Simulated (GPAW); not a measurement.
**SnO2 (Cassiterite): optical spectrum from first principles**

Aim: the dielectric function of SnO2 (Cassiterite), and the optical constants that follow from it.

Main program and level: GPAW 26.7.0; DFT, PBE, plane-wave PAW (GPAW data sets), scalar-relativistic, RPA, optical limit.

## Step 1: The starting structure

The structure is tetragonal, space group P4_2/mnm (No. 136). The conventional cell has a = 4.738 Å, b = 4.738 Å, c = 3.187 Å, α = 90.00°, β = 90.00°, γ = 90.00°. Nearest to Sn lie 6 O at 2.05 to 2.06 Å. Nearest to O lie 3 Sn at 2.05 to 2.06 Å. Farther neighbours and most contacts between anions are not listed.

Structure file:

```cif
data_structure
_symmetry_space_group_name_H-M 'P 1'
_symmetry_Int_Tables_number 1
_cell_length_a 4.7380
_cell_length_b 4.7380
_cell_length_c 3.1865
_cell_angle_alpha 90.000
_cell_angle_beta 90.000
_cell_angle_gamma 90.000
_cell_volume 71.53
loop_
_atom_site_label
_atom_site_type_symbol
_atom_site_fract_x
_atom_site_fract_y
_atom_site_fract_z
_atom_site_occupancy
Sn1 Sn 0.50000 0.50000 0.50000 1
Sn2 Sn 0.00000 0.00000 0.00000 1
O3 O 0.80710 0.19290 0.50000 1
O4 O 0.69290 0.69290 0.00000 1
O5 O 0.19290 0.80710 0.50000 1
O6 O 0.30710 0.30710 0.00000 1
```

## Step 2: Ground state

First the ground state: is it a metal or has it a gap?

This step: DFT, PBE, plane-wave PAW (GPAW data sets), scalar-relativistic, ground state (GPAW 26.7.0).

File gs.py:

```python
from ase import Atoms
from ase.dft.bandgap import bandgap
from gpaw import GPAW, PW, FermiDirac

atoms = Atoms(['Sn', 'Sn', 'O', 'O', 'O', 'O'],
              cell=[[4.738000000000, 0.000000000000, 0.000000000000],
                    [0.000000000000, 4.738000000000, 0.000000000000],
                    [0.000000000000, 0.000000000000, 3.186500000000]],
              scaled_positions=[[0.500000000000, 0.500000000000, 0.500000000000],
                                [0.000000000000, 0.000000000000, 0.000000000000],
                                [0.807100000000, 0.192900000000, 0.500000000000],
                                [0.692900000000, 0.692900000000, 0.000000000000],
                                [0.192900000000, 0.807100000000, 0.500000000000],
                                [0.307100000000, 0.307100000000, 0.000000000000]],
              pbc=[True, True, True])
atoms.calc = GPAW(mode=PW(500), xc='PBE', kpts={'size': (5, 5, 7), 'gamma': True},
                  occupations=FermiDirac(0.05), maxiter=150, txt='gs.txt')
print('energy (eV)', atoms.get_potential_energy())
print('Fermi level (eV)', atoms.calc.get_fermi_level())
print('valence electrons', atoms.calc.get_number_of_electrons())
print('gap (eV)', bandgap(atoms.calc, output=None)[0])
print('direct gap (eV)', bandgap(atoms.calc, direct=True, output=None)[0])
atoms.calc.write('gs.gpw')
```

Command:

```sh
$ OMP_NUM_THREADS=1 python gs.py
```

Numbers of over 12 decimals in the logs are rounded to 6 here.

The log of the run:

```text
__  _  _
 | _ |_)|_||  |
 |__||  | ||/\| - 26.7.0

Versions:
  Python: 3.12.14
  ASE:    3.29.0
  Numpy:  2.5.5
  Scipy:  1.18.1
  Libxc:  7.0.0

Input parameters:
  mode=PW(ecut=500.0),
  kpts=MonkhorstPack(size=(5, 5, 7), gamma=True),
  maxiter=150,
  occupations=Occupations(name='fermi-dirac', width=0.05, fixmagmom=False),
  xc=XC(name='PBE')

Diagonalizing LCAO Hamiltonian
Converting LCAO to pw mode
    .-----------.
   /|           |
  / |           |
 *  | O         |
 |  .---Sn-O----.
 | /       O   /
 |/   O       /
 Sn----------*

Atoms  # Å, Bohr magnetons
|   | symbol |        x |        y |        z |    initial magnetic moments |
| 0 |     Sn | 2.369000 | 2.369000 | 1.593250 | ( 0.0000,  0.0000,  0.0000) |
| 1 |     Sn | 0.000000 | 0.000000 | 0.000000 | ( 0.0000,  0.0000,  0.0000) |
| 2 |      O | 3.824040 | 0.913960 | 1.593250 | ( 0.0000,  0.0000,  0.0000) |
| 3 |      O | 3.282960 | 3.282960 | 0.000000 | ( 0.0000,  0.0000,  0.0000) |
| 4 |      O | 0.913960 | 3.824040 | 1.593250 | ( 0.0000,  0.0000,  0.0000) |
| 5 |      O | 1.455040 | 1.455040 | 0.000000 | ( 0.0000,  0.0000,  0.0000) |

Unit cell  # Å
| periodic |        x |        y |        z |  lengths |    angles |
|      yes | 4.738000 | 0.000000 | 0.000000 | 4.738000 | 90.000000 |
|      yes | 0.000000 | 4.738000 | 0.000000 | 4.738000 | 90.000000 |
|      yes | 0.000000 | 0.000000 | 3.186500 | 3.186500 | 90.000000 |

Number of symmetries: 8
Symmetry operations  # r_c * U_cc + t_c -> r_c
|   | kind |            matrix            |
| 0 |  E   |  1, 0, 0,  0, 1, 0,  0, 0, 1 |
| 1 |  σ   |  1, 0, 0,  0, 1, 0,  0, 0,-1 |
| 2 |  σ   |  0, 1, 0,  1, 0, 0,  0, 0, 1 |
| 3 |  C2  |  0, 1, 0,  1, 0, 0,  0, 0,-1 |
| 4 |  σ   |  0,-1, 0, -1, 0, 0,  0, 0, 1 |
| 5 |  C2  |  0,-1, 0, -1, 0, 0,  0, 0,-1 |
| 6 |  C2  | -1, 0, 0,  0,-1, 0,  0, 0, 1 |
| 7 |  i   | -1, 0, 0,  0,-1, 0,  0, 0,-1 |

BZ-sampling:
  Number of BZ points: 175
  Number of IBZ points: 36

  Monkhorst-Pack size: [5, 5, 7]
  Monkhorst-Pack shift: [0, 0, 0]

K-points  # in reciprocal-cell coordinates
|     |                                coordinates |     weight |
|   0 | (  0.00000000,   0.00000000,   0.00000000) | 0.00571429 |
|   1 | (  0.00000000,   0.00000000,   0.14285714) | 0.01142857 |
|   2 | (  0.00000000,   0.00000000,   0.28571429) | 0.01142857 |
|   3 | (  0.00000000,   0.00000000,   0.42857143) | 0.01142857 |
|   4 | (  0.20000000,  -0.20000000,   0.00000000) | 0.01142857 |
|   5 | (  0.20000000,  -0.20000000,   0.14285714) | 0.02285714 |
|   6 | (  0.20000000,  -0.20000000,   0.28571429) | 0.02285714 |
|   7 | (  0.20000000,  -0.20000000,   0.42857143) | 0.02285714 |
|   8 | (  0.20000000,   0.00000000,   0.00000000) | 0.02285714 |
|   9 | (  0.20000000,   0.00000000,   0.14285714) | 0.04571429 |
| ... |                                            |            |
|  35 | (  0.40000000,   0.40000000,   0.42857143) | 0.02285714 |

Plane wave coefficients: 1843
Cutoff: 500.0 eV

Spin-components: 1 (collinear spins)
Bands:           34
Projectors:      32
Spin-degeneracy: 2
Datatype:        complex128

Parallelization:
  kpt:    1
  domain: 1
  band:   1

Density:
  Valence electrons: 52.0
  Components: 1
  Grid points: [25 25 18]
  Charge: 0.0  # |e|

Potential:
  Grid points: [25 25 18]

species:
  Sn:
    name:    Tin
    id:
    Z:       50.0
    valence: 14
    core:    36
    charge:  0.0  # [|e|]
    compensation charges:
      type: gauss
      rc: 0.38  # [Å]
      lmax: 2
    cutoffs:
      filter: 2.23  # [Å]
      core: 2.35  # [Å]
    projectors
    | kind |    occ | energy [eV] | rcut [Å] |
    |   5s |  2.000 |     -10.538 |    1.201 |
    |   5p |  2.000 |      -3.696 |    1.270 |
    |   4d | 10.000 |     -25.845 |    1.185 |
    |    s |        |      16.674 |    1.201 |
    |    p |        |      23.515 |    1.270 |
    |    d |        |       1.367 |    1.185 |

    Using partial waves for Sn as LCAO basis

  O:
    name:    Oxygen
    id:
    Z:       8.0
    valence: 6
    core:    2
    charge:  0.0  # [|e|]
    compensation charges:
      type: gauss
      rc: 0.21  # [Å]
      lmax: 2
    cutoffs:
      filter: 1.17  # [Å]
      core: 0.83  # [Å]
    projectors
    | kind |    occ | energy [eV] | rcut [Å] |
    |   2s |  2.000 |     -23.961 |    0.688 |
    |   2p |  4.000 |      -9.029 |    0.598 |
    |    s |        |       3.251 |    0.688 |
    |    p |        |      18.182 |    0.598 |
    |    d |        |       0.000 |    0.619 |

    Using partial waves for O as LCAO basis

Reference energy: -344184.795819  # eV

eigensolver:
  PPCG
  Converge bands: occupied
  niter=2

density mixing:
  MSR1-Mixer
  Pratt-step length: 0.05
  Maximum mixing coefficient: 0.75
  Old densities: 10
  SVD Regularization: 0.005
  Good broyden scale: 1.0
  Trust region scale: 1.0
  Backstep threshold: 4.0
  History deletion threshold: 6.0
  Fourier metric: weight=20.0, sigma=0.015

occupation numbers:
  Fermi-Dirac:
    width: 0.0500  # eV

poisson solver:
  ecut: 4000.0  # eV

xc functional:
  name: PBE with 2 nearest neighbor stencil

convergence criteria:
- Maximum [total energy] change in last 3 cyles: 0.0005 eV / valence electron
- Maximum integral of absolute [dens]ity change: 0.0001 electrons / valence electron
- Maximum integral of absolute [eigenst]ate change: 4e-08 eV^2 / valence electron
maximum number of iterations: 150

SCF iterations
|iter     |      energy | eigst |  dens |
|iter:   1||  -42.567221 | +0.16 |       |
|iter:   2||  -41.117110 | -1.34 | -0.88 |
|iter:   3||  -37.048474 | -0.43 | -0.93 |
|iter:   4||  -37.039839 | -2.78 | -1.51 |
|iter:   5||  -37.048326c| -3.28 | -1.81 |
|iter:   6||  -37.048810c| -4.60 | -2.89 |
|iter:   7||  -37.048907c| -4.84 | -3.29 |
|iter:   8||  -37.048885c| -5.50 | -3.54 |
|iter:   9||  -37.048886c| -7.25 | -4.31c|
|iter:  10||  -37.048886c| -7.82c| -4.91c|

Converged in 10 steps
SCF loop duration: 21.838 s (2.184 s/step)
Energy contributions relative to reference atoms: (reference = -344184.795819)

Energy contributions:
  Kinetic:          70.595317
  Coulomb:         -59.254329
  Zero:             -0.505768
  External:          0.000000
  Xc:              -47.884105
  Entropy:          -0.000000
  Spinorbit:         0.000000
  ----------------------------
  Free energy:     -37.048886
  Extrapolated:    -37.048886

dipole moment: (-15.484719, -15.484719, -28.333364)  # |e|*Ang

Fermi level: 6.726
Eigenvalues  # (at kpt = [0.000, 0.000, 0.000])
| band index |      eig [eV] | occ [0-2] |
|          0 |       -15.032 |     2.000 |
|        ... |               |           |
|         18 |         2.993 |     2.000 |
|         19 |         4.040 |     2.000 |
|         20 |         4.162 |     2.000 |
|         21 |         4.882 |     2.000 |
|         22 |         4.883 |     2.000 |
|         23 |         5.304 |     2.000 |
|         24 |         5.304 |     2.000 |
|         25 |         6.079 |     2.000 |
|         26 |         7.362 |     0.000 |
|         27 |        12.270 |     0.000 |
|         28 |        12.439 |     0.000 |
|         29 |        12.442 |     0.000 |
|         30 |        16.586 |     0.000 |
|         31 |        16.724 |     0.000 |
|         32 |        18.218 |     0.000 |
|         33 |        21.426 |     0.000 |

Gap: 1.284 eV
Transition (v -> c):
  (s=0, k=0, n=25, [0.00, 0.00, 0.00]) -> (s=0, k=0, n=26, [0.00, 0.00, 0.00])
No difference between direct/indirect transitions

--- standard output ---
energy (eV) -37.048886
Fermi level (eV) 6.725547
valence electrons 52.0
gap (eV) 1.283716
direct gap (eV) 1.283716
```

Elapsed: 25 s, on 1 thread of Intel Xeon 6975P-C (Granite Rapids), shared host; peak memory 0.19 GiB.

Numbers from this step:

- energy: -37.05 eV
- Fermi energy: 6.726 eV
- gap on the k-mesh: 1.284 eV
- direct gap on the mesh: 1.284 eV
- electrons: 52

There is a gap, 1.28 eV on this mesh (points off the mesh can give less), so no carriers' term is needed.

## Step 3: Bands for the response

At the fixed density, many empty bands are solved on the mesh of the response, since the spectrum sums over them.

This step: DFT, PBE, plane-wave PAW (GPAW data sets), scalar-relativistic, bands at fixed density (GPAW 26.7.0).

File nscf.py:

```python
from ase.dft.bandgap import bandgap
from gpaw import GPAW, FermiDirac

calc = GPAW('gs.gpw').fixed_density(kpts={'size': (6, 6, 9), 'gamma': True}, nbands=66, convergence={'bands': 60},
                                    occupations=FermiDirac(0.001), txt='nscf.txt')
print('gap (eV)', bandgap(calc, output=None)[0])
print('direct gap (eV)', bandgap(calc, direct=True, output=None)[0])
print('top band over the Fermi level (eV)', min(calc.get_eigenvalues(kpt=k)[59] for k in range(len(calc.get_ibz_k_points()))) - calc.get_fermi_level())
calc.write('full.gpw', mode='all')
```

Command:

```sh
$ OMP_NUM_THREADS=1 python nscf.py
```

The log of the run:

```text
Diagonalizing LCAO Hamiltonian
Converting LCAO to pw mode
convergence criteria:
- Maximum integral of absolute [eigenst]ate change: 4e-08 eV^2 / valence electron
maximum number of iterations: 150

SCF iterations
|iter     |      energy | eigst |  dens |
|iter:   1||             | +3.18 |       |
|iter:   2||             | +1.98 |       |
|iter:   3||             | +0.80 |       |
|iter:   4||             | -0.27 |       |
|iter:   5||             | -0.98 |       |
|iter:   6||             | -1.62 |       |
|iter:   7||             | -2.16 |       |
|iter:   8||             | -2.76 |       |
|iter:   9||             | -3.30 |       |
|iter:  10||             | -3.92 |       |
|iter:  11||             | -4.46 |       |
|iter:  12||             | -5.04 |       |
|iter:  13||             | -5.55 |       |
|iter:  14||             | -5.99 |       |
|iter:  15||             | -6.30 |       |
|iter:  16||             | -6.59 |       |
|iter:  17||             | -6.89 |       |
|iter:  18||             | -7.19 |       |
|iter:  19||             | -7.45c|       |
SCF steps: 19
  __  _  _
 | _ |_)|_||  |
 |__||  | ||/\| - 26.7.0

Versions:
  Python: 3.12.14
  ASE:    3.29.0
  Numpy:  2.5.5
  Scipy:  1.18.1
  Libxc:  7.0.0

Input parameters:
  mode=PW(ecut=500.0),
  convergence={'bands': 60},
  gpts=array([25, 25, 18]),
  kpts=MonkhorstPack(size=(6, 6, 9), gamma=True),
  maxiter=150,
  nbands=66,
  occupations=Occupations(name='fermi-dirac', width=0.001, fixmagmom=False),
  parallel={},
  xc=XC(name='PBE')

--- standard output ---
gap (eV) 1.283716
direct gap (eV) 1.283716
top band over the Fermi level (eV) 30.145885
```

Wall time 2.2 min (1 thread); peak memory 0.32 GiB.

## Step 4: Dielectric function, RPA

Transitions between filled and empty bands, summed over the zone, give the optical response, so mesh, band count and broadening shape it.

The induced potential is part of this response.

This step: DFT, PBE, plane-wave PAW (GPAW data sets), scalar-relativistic, RPA, optical limit (GPAW 26.7.0).

File df.py:

```python
from gpaw.response.df import DielectricFunction

df = DielectricFunction('full.gpw', frequencies={'type': 'nonlinear', 'domega0': 0.03, 'omega2': 8},
                        ecut=50,
                        eta=0.15,
                        nbands=60,
                        txt='df.txt')
for direction in ['x', 'z']:
    df.get_dielectric_function(xc='RPA', direction=direction, filename=f'df_{direction}.csv')
```

Command:

```sh
$ OMP_NUM_THREADS=1 python df.py
```

The log of the run:

```text
Using integrator: PointIntegrator
NonLinearFrequencyDescriptor(from 0.000 to 54.352 eV, 476 points)
Nonperiodic BCs:  [False False False]
Using integrator: PointIntegrator
NonLinearFrequencyDescriptor(from 0.000 to 54.352 eV, 476 points)
Nonperiodic BCs:  [False False False]

Calculating chi0 body with:
    Ground state adapter containing:
    Number of spins: 1
    Number of kpoints: 324
    Number of irreducible kpoints: 65
    Number of completely occupied states: 26
    Number of partially occupied states: 26

    Linear response parametrization:
    q_c: [0.0, 0.0, 0.0]
    Number of frequency points: 476
    Planewave cutoff: 50.0
    Number of bands: 60
    Number of planewaves: 63
    Broadening (eta): 0.15

Integrating chi0 body.

Symmetries of q_c:
    Direct symmetries (Uq -> q): 8
    Indirect symmetries (TUq -> q): 0
In total 8 allowed symmetries.

65 groups of equivalent kpoints. 79.938272% reduction.

Integral kind: spectral function

Calculating chi0 optical extensions with:
    Ground state adapter containing:
    Number of spins: 1
    Number of kpoints: 324
    Number of irreducible kpoints: 65
    Number of completely occupied states: 26
    Number of partially occupied states: 26

    Linear response parametrization:
    Number of frequency points: 476
    Planewave cutoff: 50.0
    Number of bands: 60
    Number of planewaves: 63
    Broadening (eta): 0.15
Integrating chi0 head and wings.

Symmetries of q_c:
    Direct symmetries (Uq -> q): 8
    Indirect symmetries (TUq -> q): 0
In total 8 allowed symmetries.

65 groups of equivalent kpoints. 79.938272% reduction.

Integral kind: spectral function wings
```

It took 20 s on 1 thread; peak memory 0.32 GiB.

This step gave:

| Quantity | Value |
| --- | --- |
| electronic dielectric constant ε∞, mean over x, y and z (by symmetry where fewer were run) | 4.253 |

(Continued in part 2 of 2.)

[Machine, clock and banner lines and Python warnings are left out of the logs.]

[Logs are printed without paths, hosts, clocks, repeated set-up lines and the standing remarks that a program may print on its own settings, such as how far it seeks lower states.]

[Hosts, paths, dates, database ids (printed as entryN), source tags and the programs' standing remarks are cut or masked in the printed files.]
